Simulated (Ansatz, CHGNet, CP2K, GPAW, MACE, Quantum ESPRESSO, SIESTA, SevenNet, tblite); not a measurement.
**Forces in random rock-salt alloy of NbC and TiC (64 atoms), program by program**

One geometry of random rock-salt alloy of NbC and TiC (64 atoms) is solved by several programs and methods. How far do their forces lie from a plane-wave PBE run?

Results are calculated, not measured.

## 1. The cell

The cell holds 64 atoms (28 Ti, 32 C and 4 Nb), with edges of 8.69, 8.69 and 8.69 Å. Recipe: rock-salt NbC, 2 x 2 x 2 conventional cells, 28 of 32 Nb sites given to Ti at random (x = 0.875), lattice by Vegard's rule (a = 4.346 Å); not relaxed, displaced by a Gaussian of 0.02 Å. Then every atom was moved at random, 0.02 Å r.m.s. a Cartesian component. The density is 5.30 g/cm³.

## 2. The reference input

Quantum ESPRESSO 7.5: Kohn-Sham DFT, PBE, SSSP efficiency 1.3.0 pseudopotentials, plane waves. Its input, pw.in:

```
&control
  calculation = 'scf'
  pseudo_dir = './pseudo'
  outdir = './tmp'
  disk_io = 'none'
  tprnfor = .true.
  tstress = .true.
/
&system
  ibrav = 0
  nat = 64
  ntyp = 3
  ecutwfc = 45
  ecutrho = 360
  nosym = .true.
  occupations = 'smearing'
  smearing = 'fd'
  degauss = 0.003675
/
&electrons
  conv_thr = 3.2e-07
  electron_maxstep = 100
  mixing_beta = 0.2
  mixing_mode = 'local-TF'
  diagonalization = 'david'
/
ATOMIC_SPECIES
Ti 47.867 Ti.upf
C 12.011 C.upf
Nb 92.906 Nb.upf
CELL_PARAMETERS angstrom
8.69160 0.00000 0.00000
0.00000 8.69160 0.00000
0.00000 0.00000 8.69160
ATOMIC_POSITIONS crystal
Ti 0.99750 0.00025 0.99914
C 0.25358 0.00903 0.99854
Ti 0.99826 0.25220 0.25068
C 0.25299 0.25208 0.25314
[... 58 atom lines left out ...]
Ti 0.74783 0.75955 0.50202
C 0.50708 0.75095 0.50432
K_POINTS gamma
```

```console
$ OMP_NUM_THREADS=1 mpirun -np 2 pw.x -in pw.in > output.txt
```

The job ended after 3 min (2 MPI ranks of Arm Neoverse V2, shared host; peak memory 1.4 GiB; 6 min of CPU time).

It converged with an r.m.s. force component of 0.51 eV/Å and a pressure of 1.4 GPa.

## 3. What was run beside it

- CHGNet: machine-learned potential, published weights.
- CP2K 2026.2: Gaussian basis with GTH pseudopotentials and a plane-wave density; labels give functional, basis (MOLOPT sets; SR short-range, UZH the newer set with its own potentials), grid cutoff/relative cutoff and solver (OT: orbital transformation; TRS4, TC2, SIGN: linear-scaling purification with its sparsity filter), or its built-in tight binding.
- GPAW 26.7.0: PAW with atomic orbitals (LCAO), plane waves or a real-space grid of spacing h.
- MACE: machine-learned potential, published weights.
- Quantum ESPRESSO 7.5: plane waves; labels (QE) give functional, pseudopotential set and cutoffs of waves/density.
- SIESTA 5.4.2: numerical atomic orbitals, whose automatically made sets are far from complete, with PseudoDojo norm-conserving potentials that we converted to its format (checked against plane waves on the same files for H, C, O, Si, Ge and Ca alone); labels give functional, basis size, energy shift and mesh cutoff.
- SevenNet: machine-learned potential, published weights.
- tblite 0.8.0: extended tight binding, driven from Python.

All use the same cell and atoms, and the electronic-structure runs the same k-mesh.

## 4. All runs compared

Differences are against the reference: forces as r.m.s. over components, share as that over the reference's r.m.s. force, slope as the fitted ratio of a run's forces to the reference's.

| run | Δ force, r.m.s. (meV/Å) | share (%) | slope | Δ pressure (GPa) | cores | CPU time | memory (GiB) |
| --- | --- | --- | --- | --- | --- | --- | --- |
| reference | - | - | - | - | 2 | 6 min | 1.4 |
| CHGNet 0.3.0 potential | 226 | 44.5 | 0.754 | 2.90 | 1 | 3.2 s | 0.96 |
| CP2K PBE, DZVP-UZH, 800/50 Ry, diagonalisation | 21.5 | 4.23 | 1.025 | 0.876 | 4 | 14 min | 5.0 |
| CP2K PBE, SZV-MOLOPT-SR, 800/50 Ry, diagonalisation (coarse) | 210 | 41.3 | 0.977 | -17.3 | 2 | 4.3 min | 2.4 |
| GPAW PBE, LCAO dzp, h 0.28 Å (coarse) | 48.4 | 9.51 | 1.079 | - | 1 | 6.2 min | 0.86 |
| MACE MP-0b3 medium potential | 182 | 35.7 | 0.846 | 2.03 | 1 | 6.8 s | 1.0 |
| QE PBE, sg15-1.2, 80/320 Ry | 4.91 | 0.965 | 1.000 | 0.088 | 4 | 7.4 min | 1.4 |
| QE PBE, sssp-1.3.0-efficiency, 35/280 Ry (coarse) | 3.41 | 0.67 | 0.999 | -1.38 | 2 | 4.2 min | 0.98 |
| SIESTA PBE, DZP, shift 0.001 Ry, mesh 500 Ry | 54.9 | 10.8 | 1.069 | 1.24 | 4 | 44 min | 4.0 |
| SIESTA PBE, DZP, shift 0.01 Ry, mesh 500 Ry | 54.0 | 10.6 | 1.035 | -0.935 | 2 | 10 min | 2.0 |
| SIESTA PBE, SZ, shift 0.01 Ry, mesh 500 Ry (coarse) | 223 | 43.8 | 1.198 | -13.9 | 1 | 2.5 min | 0.88 |
| SIESTA PBE, SZP, shift 0.01 Ry, mesh 500 Ry (coarse) | 87 | 17.1 | 1.079 | -0.426 | 2 | 7.3 min | 1.8 |
| SIESTA PBE, TZP, shift 0.01 Ry, mesh 500 Ry | 47.0 | 9.23 | 1.023 | -1.75 | 4 | 15 min | 2.9 |
| SevenNet 0 potential | 191 | 37.6 | 0.784 | 2.19 | 1 | 7 s | 0.98 |
| tblite IPEA1-xTB | 362 | 71.1 | 0.885 | -23.7 | 1 | 6.6 s | 0.12 |

Rows marked coarse were listed beforehand as settings not expected to be converged; some can still land near the reference.

Times of the machine-learned potentials are mostly Python's start and the loading of weights.

Runs without a result: tblite GFN2-xTB (not converged); CP2K GFN1-xTB, diagonalisation (not converged); GPAW PBE, LCAO dzp, h 0.2 Å (cut off at its time limit); GPAW LDA, LCAO dzp, h 0.2 Å (cut off at its time limit); GPAW PBE, LCAO szp(dzp), h 0.2 Å (cut off at its time limit).

CPU time is summed over cores on shared hosts, so it is rough.

## 5. Findings

Forces lie from 0.67 % (QE PBE, sssp-1.3.0-efficiency, 35/280 Ry, coarse) to 71 % (tblite IPEA1-xTB) of the reference's r.m.s. force of 0.51 eV/Å away from it. Other PBE runs on plane waves or a grid: QE PBE, sg15-1.2, 80/320 Ry 0.96 % of the r.m.s. force; the reference has errors of its own, so differences under a few per cent don't tell which side is nearer the exact PBE result. The PBE runs in local orbitals, coarse settings apart, differ by 4.2 % (CP2K PBE, DZVP-UZH, 800/50 Ry, diagonalisation) to 11 % (SIESTA PBE, DZP, shift 0.001 Ry, mesh 500 Ry); basis, grid and potentials can all enter. Tight binding differs by 71 % (tblite IPEA1-xTB); it is another model, with fitted parameters of its own, and the xTB methods hold dispersion.

Machine-learned potentials differ by 36 % (MACE MP-0b3 medium potential) to 45 % (CHGNet 0.3.0 potential); they were trained on other programs' data. The reference samples few k-points for this cell, and its sampling error, which other DFT runs on the same mesh share, can be part of so large a difference. Among those trained on PBE data the slope goes as low as 0.75, with a correlation of 0.90, so directions differ as well as sizes. IPEA1-xTB was fitted to ionisation energies and electron affinities, not to forces or charges. Runs with settings chosen to be coarse differ by 0.67 % (QE PBE, sssp-1.3.0-efficiency, 35/280 Ry) to 44 % (SIESTA PBE, SZ, shift 0.01 Ry, mesh 500 Ry), their programs' other errors included. Pressures at PBE, coarse settings apart, lie -1.75 to +1.24 GPa from the reference's.

Caveats: Periodic xTB results under one method name differ between programs and library versions. The reference's pressure holds the uncorrected Pulay stress of its 45 Ry basis, so small pressure differences may be the reference's own error. Machine-learned potentials mimic data converged in k, so the reference's own k-point error enters their differences. The host structure and its lattice constant were typed by rule, without a check against the phase diagram. The electronic-structure runs sample only Γ, in a cell whose shortest periodic width is 9 Å, which is coarse for a cell with partly filled levels. Spin–orbit coupling is left out. The reference has no spin polarisation, so local moments can't form. Where levels are smeared, the DFT runs use Fermi–Dirac occupations at 580 K (0.05 eV), and energies are free energies. The atoms were displaced at random, and shares hang on the size of the forces that this gives. The reference's cutoffs and mesh weren't converged further here.

[Logs are printed without paths, hosts, clocks, repeated set-up lines and the standing remarks that a program may print on its own settings, such as how far it seeks lower states.]

[Hosts, paths, dates, database ids (printed as entryN), source tags and the programs' standing remarks are cut or masked in the printed files.]

[Cells were taken only where this reference lay near another plane-wave run.]
